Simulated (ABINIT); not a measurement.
# SiC (P6_3mc): making up for missing bands, part 2 of 2

Aim: few bands, with and without a completion of the sum over empty states, for SiC (P6_3mc).

ABINIT 10.8.3; PBE and many-body steps on it, plane waves. Known limits of the many-body steps: short of the basis limit.

So far. Step 3 (Screening, 6×6×4 mesh, 180 bands, screening to 228.6 eV): Local fields lower ε∞ by 9 %. Step 4 (180 bands): The gap on the mesh goes from 2.28 eV to 2.98 eV, a correction of +0.71 eV.

### 6. 23 bands

This step: G0W0 on PBE, plane waves, norm-conserving pseudopotentials.

run.abi

```
acell 3*1.0 Angstrom
rprim 
  3.073513928196 0.000000000001 0.000000000000
  -1.536756964099 2.661741140703 0.000000000000
  0.000000000000 0.000000000000 5.045247710000
ntypat 2
znucl 14 6
natom 4
typat 1 1 2 2
xred 
  0.333333333333 0.666666666667 0.499602400000
  0.666666666667 0.333333333333 0.999602400000
  0.333333333333 0.666666666667 0.875397600000
  0.666666666667 0.333333333333 0.375397600000
pp_dirpath "pseudos"
pseudos "Si.upf, C.upf"
ecut 37
ngkpt 6 6 4
nshiftk 1
shiftk 0 0 0
kptopt 1
chksymbreak 0
istwfk *1
occopt 1
irdwfk 1
optdriver 4
nband 23
gwcalctyp 0
ecutsigx 37
symsigma 1
nkptgw 3
kptgw 
  0.0000000000 0.0000000000 0.0000000000
  0.3333333333 0.3333333333 0.0000000000
  0.5000000000 0.0000000000 0.0000000000
bdgw 
  7 10
  6 10
  7 10
ecuteps 8.4
irdscr 1
ppmodel 1
indata_prefix "in"
outdata_prefix "out"
tmpdata_prefix "tmp"
```

The run is started by

```bash
OMP_NUM_THREADS=1 mpirun -n 8 abinit run.abi > log
```

Log:

```text
.Version 10.8.3 of ABINIT. v10.8.2 released Aug 2026.

 Symmetries : space group P6_3 m c (#186); Bravais hP (primitive hexag.)
[... echo of the input left out ...]
== DATASET  1 ==================================================================
-   mpi_nproc: 8, omp_nthreads: 1 (-1 if OMP is not activated)

--- !DatasetInfo
iteration_state: {dtset: 1, }
dimensions: {natom: 4, nkpt: 21, mband: 23, nsppol: 1, nspinor: 1, nspden: 1, mpw: 3015, }
cutoff_energies: {ecut:  37.0, pawecutdg:  -1.0, }
electrons: {nelect:   1.60000000E+01, charge:   0.00000000E+00, occopt:   1.00000000E+00, tsmear:   1.00000000E-02, }

 SIGMA: Calculation of the GW corrections

 Based on a program developped by R.W. Godby, V. Olevano, G. Onida, and L. Reining.
 Incorporated in ABINIT by V. Olevano, G.-M. Rignanese, and M. Torrent.
.Using double precision arithmetic ; gwpc =  8

[... cell and pseudopotentials left out ...]
--------------------------------------------------------------------------------

 ==== K-mesh for the wavefunctions ====
 Number of points in the irreducible wedge :    21
[... list of points left out ...]
 Together with 12 symmetry operations and time-reversal symmetry
 yields   144 points in the full Brillouin Zone.

 ==== Q-mesh for screening function ====
 Number of points in the irreducible wedge :    21
[... list of points left out ...]
 Together with 12 symmetry operations and time-reversal symmetry
 yields   144 points in the full Brillouin Zone.

 vcoul_init : cutoff-mode = AUXILIARY_FUNCTION
 q-points for optical limit:   1
     1)      0.000010    0.000020    0.000030
 setmesh: FFT mesh size selected  =    27x   27x   54
          total number of points  =        39366

 Number of electrons calculated from density =   16.0000; Expected =   16.0000
[...]
number of plane-waves for wavefunctions          2973
 number of bands                                    23
 number of q-points in IBZ                          21
 number of frequencies                               2
 number of real frequencies                          1
 number of imag frequencies                          1

 matrix elements of self-energy operator (all in [eV])

 Perturbative Calculation

--- !SelfEnergy_ee
iteration_state: {dtset: 1, }
kpoint     : [   0.000,    0.000,    0.000, ]
spin       : 1
KS_gap     :    4.820
QP_gap     :    5.715
Delta_QP_KS:    0.895
data: !SigmaeeData |
     Band     E0 <VxcDFT>   SigX SigC(E0)      Z dSigC/dE  Sig(E)    E-E0       E
        7   7.012 -15.027 -17.600   3.263   0.802  -0.246 -14.473   0.554   7.566
        8   7.012 -15.027 -17.600   3.263   0.802  -0.246 -14.473   0.554   7.566
        9  11.832 -12.163  -6.994  -3.398   0.818  -0.222 -10.714   1.449  13.281
[...]
--- !SelfEnergy_ee
iteration_state: {dtset: 1, }
kpoint     : [   0.333,    0.333,    0.000, ]
spin       : 1
KS_gap     :    6.117
QP_gap     :    7.244
Delta_QP_KS:    1.127
data: !SigmaeeData |
     Band     E0 <VxcDFT>   SigX SigC(E0)      Z dSigC/dE  Sig(E)    E-E0       E
[...]
--- !SelfEnergy_ee
iteration_state: {dtset: 1, }
kpoint     : [   0.500,    0.000,    0.000, ]
spin       : 1
KS_gap     :    3.985
QP_gap     :    4.851
Delta_QP_KS:    0.866
data: !SigmaeeData |
     Band     E0 <VxcDFT>   SigX SigC(E0)      Z dSigC/dE  Sig(E)    E-E0       E
[...]
9   9.798 -10.579  -6.048  -3.112   0.832  -0.202  -9.398   1.181  10.979
       10  11.240 -11.760  -6.959  -3.033   0.821  -0.218 -10.309   1.451  12.690

== END DATASET(S) ==============================================================
================================================================================

 -outvars: echo values of variables after computation  --------
           etotal      0.0000000000E+00
            nband          23
             nkpt          21
          spgroup         186
 [... the other variables as echoed above ...]

 Calculation completed.
```

It took 13 s on 8 MPI ranks of Arm Neoverse N1, shared host; peak memory 1.9 GiB.

This step gave:

| Quantity | Value |
| --- | --- |
| G0W0 gap on the mesh | 2.777 eV |
| starting gap on the mesh | 2.275 eV |
| k of the valence top | 0, 0, 0 |
| k of the conduction bottom | 0.3333, 0.3333, 0 |
| Z at the valence top | 0.802 |
| Z at the conduction bottom | 0.834 |
| least direct G0W0 gap on the computed points | 4.851 eV |

Against G0W0 in ABINIT (6×6×4 mesh, 180 bands, screening to 228.6 eV, Godby-Needs plasmon pole), the gap moves by −0.204 eV.

### 7. Screening, 6×6×4 mesh, 23 bands, screening to 228.6 eV

This step: RPA screening on PBE, plane waves, norm-conserving pseudopotentials.

Changes to run.abi since step 6:

```diff
@@ -25,19 +25,10 @@
 irdwfk 1
-optdriver 4
+optdriver 3
 nband 23
-gwcalctyp 0
-ecutsigx 37
-symsigma 1
-nkptgw 3
-kptgw 
-  0.0000000000 0.0000000000 0.0000000000
-  0.3333333333 0.3333333333 0.0000000000
-  0.5000000000 0.0000000000 0.0000000000
-bdgw 
-  7 10
-  6 10
-  7 10
 ecuteps 8.4
-irdscr 1
-ppmodel 1
+inclvkb 2
+awtr 1
+symchi 1
+gwcomp 1
+gwencomp 2
 indata_prefix "in"
```

Log:

```text
.Version 10.8.3 of ABINIT. v10.8.2 released Aug 2026.

 Symmetries : space group P6_3 m c (#186); Bravais hP (primitive hexag.)
[... echo of the input left out ...]
== DATASET  1 ==================================================================
-   mpi_nproc: 8, omp_nthreads: 1 (-1 if OMP is not activated)

--- !DatasetInfo
iteration_state: {dtset: 1, }
dimensions: {natom: 4, nkpt: 21, mband: 23, nsppol: 1, nspinor: 1, nspden: 1, mpw: 3015, }
cutoff_energies: {ecut:  37.0, pawecutdg:  -1.0, }
[...]
--------------------------------------------------------------------------------
[... chi0 elements left out ...]
 For q-point:  0.000010 0.000020 0.000030
  dielectric constant =   6.8660
  dielectric constant without local fields =   7.4584

  Average fulfillment of the sum rule on Im[epsilon] for q-point    1 :    130.12  [%]
[... wings left out ...]
  q-point number  2        q = ( 0.166667, 0.000000, 0.000000) [r.l.u.]
--------------------------------------------------------------------------------
[... chi0 elements left out ...]
  Average fulfillment of the sum rule on Im[epsilon] for q-point    2 :    118.61  [%]

 [... 19 further q-points ...]
```

Wall time 4.2 min (8 MPI ranks); peak memory 1.4 GiB; 33 min of CPU time.

Numbers from this step:

* ε∞ with local fields, on this mesh: 6.866
* ε∞ without local fields, on this mesh: 7.458
* plasma frequency: 23.12 eV
* plane waves in the screening matrix: 313

### 8. 23 bands, completed

This step: G0W0 on PBE, plane waves, norm-conserving pseudopotentials.

Changes to run.abi since step 7:

```diff
@@ -25,8 +25,19 @@
 irdwfk 1
-optdriver 3
+optdriver 4
 nband 23
+gwcalctyp 0
+ecutsigx 37
+symsigma 1
+nkptgw 3
+kptgw 
+  0.0000000000 0.0000000000 0.0000000000
+  0.3333333333 0.3333333333 0.0000000000
+  0.5000000000 0.0000000000 0.0000000000
+bdgw 
+  7 10
+  6 10
+  7 10
 ecuteps 8.4
-inclvkb 2
-awtr 1
-symchi 1
+irdscr 1
+ppmodel 1
 gwcomp 1
```

Log:

```text
.Version 10.8.3 of ABINIT. v10.8.2 released Aug 2026.

 Symmetries : space group P6_3 m c (#186); Bravais hP (primitive hexag.)
[... echo of the input left out ...]
== DATASET  1 ==================================================================
-   mpi_nproc: 8, omp_nthreads: 1 (-1 if OMP is not activated)

--- !DatasetInfo
iteration_state: {dtset: 1, }
dimensions: {natom: 4, nkpt: 21, mband: 23, nsppol: 1, nspinor: 1, nspden: 1, mpw: 3015, }
cutoff_energies: {ecut:  37.0, pawecutdg:  -1.0, }
[...]
Band     E0 <VxcDFT>   SigX SigC(E0)      Z dSigC/dE  Sig(E)    E-E0       E
[...]
9   9.798 -10.579  -6.048  -4.002   0.833  -0.201 -10.139   0.440  10.238
       10  11.240 -11.760  -6.959  -4.109   0.822  -0.216 -11.191   0.569  11.808

== END DATASET(S) ==============================================================
================================================================================

 -outvars: echo values of variables after computation  --------
           etotal      0.0000000000E+00
            nband          23
             nkpt          21
          spgroup         186
 [... the other variables as echoed above ...]

 Calculation completed.
```

Elapsed: 15 s, on 8 MPI ranks; peak memory 1.9 GiB; 1.9 min of CPU time.

Numbers from this step:

```yaml
g0w0_gap_on_the_mesh: 3.139 eV
starting_gap_on_the_mesh: 2.275 eV
k_of_the_valence_top: 0, 0, 0
k_of_the_conduction_bottom: 0.3333, 0.3333, 0
least_direct_g0w0_gap_on_the_computed_points: 5.061 eV
```

Against G0W0 in ABINIT (6×6×4 mesh, 180 bands, screening to 228.6 eV, Godby-Needs plasmon pole), the gap moves by +0.158 eV.

### 9. Screening, 6×6×4 mesh, 68 bands, screening to 228.6 eV

This step: RPA screening on PBE, plane waves, norm-conserving pseudopotentials.

Changes to run.abi since step 8:

```diff
@@ -25,21 +25,8 @@
 irdwfk 1
-optdriver 4
-nband 23
-gwcalctyp 0
-ecutsigx 37
-symsigma 1
-nkptgw 3
-kptgw 
-  0.0000000000 0.0000000000 0.0000000000
-  0.3333333333 0.3333333333 0.0000000000
-  0.5000000000 0.0000000000 0.0000000000
-bdgw 
-  7 10
-  6 10
-  7 10
+optdriver 3
+nband 68
 ecuteps 8.4
-irdscr 1
-ppmodel 1
-gwcomp 1
-gwencomp 2
+inclvkb 2
+awtr 1
+symchi 1
 indata_prefix "in"
```

Log:

```text
.Version 10.8.3 of ABINIT. v10.8.2 released Aug 2026.

 Symmetries : space group P6_3 m c (#186); Bravais hP (primitive hexag.)
[... echo of the input left out ...]
== DATASET  1 ==================================================================
-   mpi_nproc: 8, omp_nthreads: 1 (-1 if OMP is not activated)

--- !DatasetInfo
iteration_state: {dtset: 1, }
dimensions: {natom: 4, nkpt: 21, mband: 68, nsppol: 1, nspinor: 1, nspden: 1, mpw: 3015, }
cutoff_energies: {ecut:  37.0, pawecutdg:  -1.0, }
[...]
--------------------------------------------------------------------------------
[... chi0 elements left out ...]
 For q-point:  0.000010 0.000020 0.000030
  dielectric constant =   6.8443
  dielectric constant without local fields =   7.5058

  Average fulfillment of the sum rule on Im[epsilon] for q-point    1 :     74.46  [%]
[... wings left out ...]
  q-point number  2        q = ( 0.166667, 0.000000, 0.000000) [r.l.u.]
--------------------------------------------------------------------------------
[... chi0 elements left out ...]
  Average fulfillment of the sum rule on Im[epsilon] for q-point    2 :     86.72  [%]

 [... 19 further q-points ...]
```

It took 1.8 min on 8 MPI ranks; peak memory 1.8 GiB; 14 min of CPU time.

Read from the output:

```
ε∞ with local fields, on this mesh    : 6.844
ε∞ without local fields, on this mesh : 7.506
plasma frequency                      : 23.12 eV
plane waves in the screening matrix   : 313
```

### 10. 68 bands

This step: G0W0 on PBE, plane waves, norm-conserving pseudopotentials.

Changes to run.abi since step 9:

```diff
@@ -25,8 +25,19 @@
 irdwfk 1
-optdriver 3
+optdriver 4
 nband 68
+gwcalctyp 0
+ecutsigx 37
+symsigma 1
+nkptgw 3
+kptgw 
+  0.0000000000 0.0000000000 0.0000000000
+  0.3333333333 0.3333333333 0.0000000000
+  0.5000000000 0.0000000000 0.0000000000
+bdgw 
+  7 10
+  6 10
+  7 10
 ecuteps 8.4
-inclvkb 2
-awtr 1
-symchi 1
+irdscr 1
+ppmodel 1
 indata_prefix "in"
```

Log:

```text
.Version 10.8.3 of ABINIT. v10.8.2 released Aug 2026.

 Symmetries : space group P6_3 m c (#186); Bravais hP (primitive hexag.)
[... echo of the input left out ...]
== DATASET  1 ==================================================================
-   mpi_nproc: 8, omp_nthreads: 1 (-1 if OMP is not activated)

--- !DatasetInfo
iteration_state: {dtset: 1, }
dimensions: {natom: 4, nkpt: 21, mband: 68, nsppol: 1, nspinor: 1, nspden: 1, mpw: 3015, }
cutoff_energies: {ecut:  37.0, pawecutdg:  -1.0, }
[...]
Band     E0 <VxcDFT>   SigX SigC(E0)      Z dSigC/dE  Sig(E)    E-E0       E
[...]
9   9.798 -10.579  -6.048  -3.975   0.822  -0.216 -10.122   0.457  10.255
       10  11.240 -11.760  -6.959  -4.005   0.811  -0.233 -11.115   0.645  11.885

== END DATASET(S) ==============================================================
================================================================================

 -outvars: echo values of variables after computation  --------
           etotal      0.0000000000E+00
            nband          68
             nkpt          21
          spgroup         186
 [... the other variables as echoed above ...]

 Calculation completed.
```

Run time: 32 s. Hardware: 8 MPI ranks; peak memory 2.2 GiB.

This step gave:

```yaml
g0w0_gap_on_the_mesh: 2.838 eV
starting_gap_on_the_mesh: 2.275 eV
k_of_the_valence_top: 0, 0, 0
k_of_the_conduction_bottom: 0.3333, 0.3333, 0
least_direct_g0w0_gap_on_the_computed_points: 4.808 eV
```

Against G0W0 in ABINIT (6×6×4 mesh, 180 bands, screening to 228.6 eV, Godby-Needs plasmon pole), the gap moves by −0.143 eV.

### 11. Screening, 6×6×4 mesh, 68 bands, screening to 228.6 eV

This step: RPA screening on PBE, plane waves, norm-conserving pseudopotentials.

Changes to run.abi since step 10:

```diff
@@ -25,19 +25,10 @@
 irdwfk 1
-optdriver 4
+optdriver 3
 nband 68
-gwcalctyp 0
-ecutsigx 37
-symsigma 1
-nkptgw 3
-kptgw 
-  0.0000000000 0.0000000000 0.0000000000
-  0.3333333333 0.3333333333 0.0000000000
-  0.5000000000 0.0000000000 0.0000000000
-bdgw 
-  7 10
-  6 10
-  7 10
 ecuteps 8.4
-irdscr 1
-ppmodel 1
+inclvkb 2
+awtr 1
+symchi 1
+gwcomp 1
+gwencomp 1.5
 indata_prefix "in"
```

Log:

```text
.Version 10.8.3 of ABINIT. v10.8.2 released Aug 2026.

 Symmetries : space group P6_3 m c (#186); Bravais hP (primitive hexag.)
[... echo of the input left out ...]
== DATASET  1 ==================================================================
-   mpi_nproc: 8, omp_nthreads: 1 (-1 if OMP is not activated)

--- !DatasetInfo
iteration_state: {dtset: 1, }
dimensions: {natom: 4, nkpt: 21, mband: 68, nsppol: 1, nspinor: 1, nspden: 1, mpw: 3015, }
cutoff_energies: {ecut:  37.0, pawecutdg:  -1.0, }
[...]
--------------------------------------------------------------------------------
[... chi0 elements left out ...]
 For q-point:  0.000010 0.000020 0.000030
  dielectric constant =   6.8546
  dielectric constant without local fields =   7.5058

  Average fulfillment of the sum rule on Im[epsilon] for q-point    1 :     99.11  [%]
[... wings left out ...]
  q-point number  2        q = ( 0.166667, 0.000000, 0.000000) [r.l.u.]
--------------------------------------------------------------------------------
[... chi0 elements left out ...]
  Average fulfillment of the sum rule on Im[epsilon] for q-point    2 :     98.72  [%]

 [... 19 further q-points ...]
```

Run time: 2.9 min. Hardware: 8 MPI ranks; peak memory 1.8 GiB.

Read from the output:

```yaml
eps_infinity_with_local_fields_on_this_mesh: 6.855
eps_infinity_without_local_fields_on_this_mesh: 7.506
plasma_frequency: 23.12 eV
plane_waves_in_the_screening_matrix: 313
```

### 12. 68 bands, completed

This step: G0W0 on PBE, plane waves, norm-conserving pseudopotentials.

Changes to run.abi since step 11:

```diff
@@ -25,8 +25,19 @@
 irdwfk 1
-optdriver 3
+optdriver 4
 nband 68
+gwcalctyp 0
+ecutsigx 37
+symsigma 1
+nkptgw 3
+kptgw 
+  0.0000000000 0.0000000000 0.0000000000
+  0.3333333333 0.3333333333 0.0000000000
+  0.5000000000 0.0000000000 0.0000000000
+bdgw 
+  7 10
+  6 10
+  7 10
 ecuteps 8.4
-inclvkb 2
-awtr 1
-symchi 1
+irdscr 1
+ppmodel 1
 gwcomp 1
```

Log:

```text
.Version 10.8.3 of ABINIT. v10.8.2 released Aug 2026.

 Symmetries : space group P6_3 m c (#186); Bravais hP (primitive hexag.)
[... echo of the input left out ...]
== DATASET  1 ==================================================================
-   mpi_nproc: 8, omp_nthreads: 1 (-1 if OMP is not activated)

--- !DatasetInfo
iteration_state: {dtset: 1, }
dimensions: {natom: 4, nkpt: 21, mband: 68, nsppol: 1, nspinor: 1, nspden: 1, mpw: 3015, }
cutoff_energies: {ecut:  37.0, pawecutdg:  -1.0, }
[...]
Band     E0 <VxcDFT>   SigX SigC(E0)      Z dSigC/dE  Sig(E)    E-E0       E
[...]
9   9.798 -10.579  -6.048  -4.358   0.822  -0.216 -10.437   0.142   9.940
       10  11.240 -11.760  -6.959  -4.492   0.811  -0.234 -11.510   0.250  11.490

== END DATASET(S) ==============================================================
================================================================================

 -outvars: echo values of variables after computation  --------
           etotal      0.0000000000E+00
            nband          68
             nkpt          21
          spgroup         186
 [... the other variables as echoed above ...]

 Calculation completed.
```

It took 35 s on 8 MPI ranks; peak memory 2.2 GiB.

This step gave:

* G0W0 gap on the mesh: 3.091 eV
* starting gap on the mesh: 2.275 eV
* k of the valence top: 0, 0, 0
* k of the conduction bottom: 0.3333, 0.3333, 0
* least direct G0W0 gap on the computed points: 4.975 eV

Against G0W0 in ABINIT (6×6×4 mesh, 180 bands, screening to 228.6 eV, Godby-Needs plasmon pole), the gap moves by +0.110 eV.

### 13. Side by side

Times are wall times on 8 MPI ranks of Arm Neoverse N1, shared host, good to a factor of about two. A run's time includes the screening step that it read.

| run | mesh | bands | screening cutoff (eV) | DFT gap (eV) | gap on the mesh (eV) | direct (eV) | ε∞ used | time |
| --- | --- | --- | --- | --- | --- | --- | --- | --- |
| 180 bands | 6×6×4 | 180 | 228.6 | 2.275 | 2.981 | 4.902 | 6.85 | 6.2 min |
| 23 bands | 6×6×4 | 23 | 228.6 | 2.275 | 2.777 | 4.851 | 6.82 | 44 s |
| 23 bands, completed | 6×6×4 | 23 | 228.6 | 2.275 | 3.139 | 5.061 | 6.87 | 4.4 min |
| 68 bands | 6×6×4 | 68 | 228.6 | 2.275 | 2.838 | 4.808 | 6.84 | 2.3 min |
| 68 bands, completed | 6×6×4 | 68 | 228.6 | 2.275 | 3.091 | 4.975 | 6.85 | 3.4 min |

### 14. Results

- 180 bands: 2.981 eV
- 23 bands: 2.777 eV
- 23 bands, completed: 3.139 eV
- 68 bands: 2.838 eV
- 68 bands, completed: 3.091 eV

**Reading.** 23 bands: −0.204 eV against 180 bands. 23 bands, completed: +0.158 eV against 180 bands. 68 bands: −0.143 eV against 180 bands. 68 bands, completed: +0.110 eV against 180 bands. The row with most bands is itself short of the limit, so it is no exact reference, and agreement of a truncated run with it can be a cancellation between the edges.

[Long decimals in the printed logs are rounded to 6 places.]

[Logs are printed without paths, hosts, clocks, repeated set-up lines and the standing remarks that a program may print on its own settings, such as how far it seeks lower states.]

[Paths, hosts, dates, memory and timing lines, banners, echoed tables and standing remarks are left out of the program output; an Ansatz launch command may be rebuilt from the run's recorded settings. Measured values are a selection of at most five: reports struck by readers or far from the other reports are left out. None is set beside runs whose start may be inverted or whose files or cutoffs have a known fault.]

[Runs of the session that timed out or met a known fault of the program may be left out.]

[Hosts, paths, dates, database ids (printed as entryN), source tags and the programs' standing remarks are cut or masked in the printed files.]

[G0W0 gaps are taken among the corrected bands and points alone; a level outside them can change the order at an edge.]

[Where Ansatz stands beside ABINIT at settings called matched, ABINIT's density can come from a denser mesh and the files from another edition; pairs whose starting gaps differed by over 0.03 eV were left out, so agreement reads better than it is.]
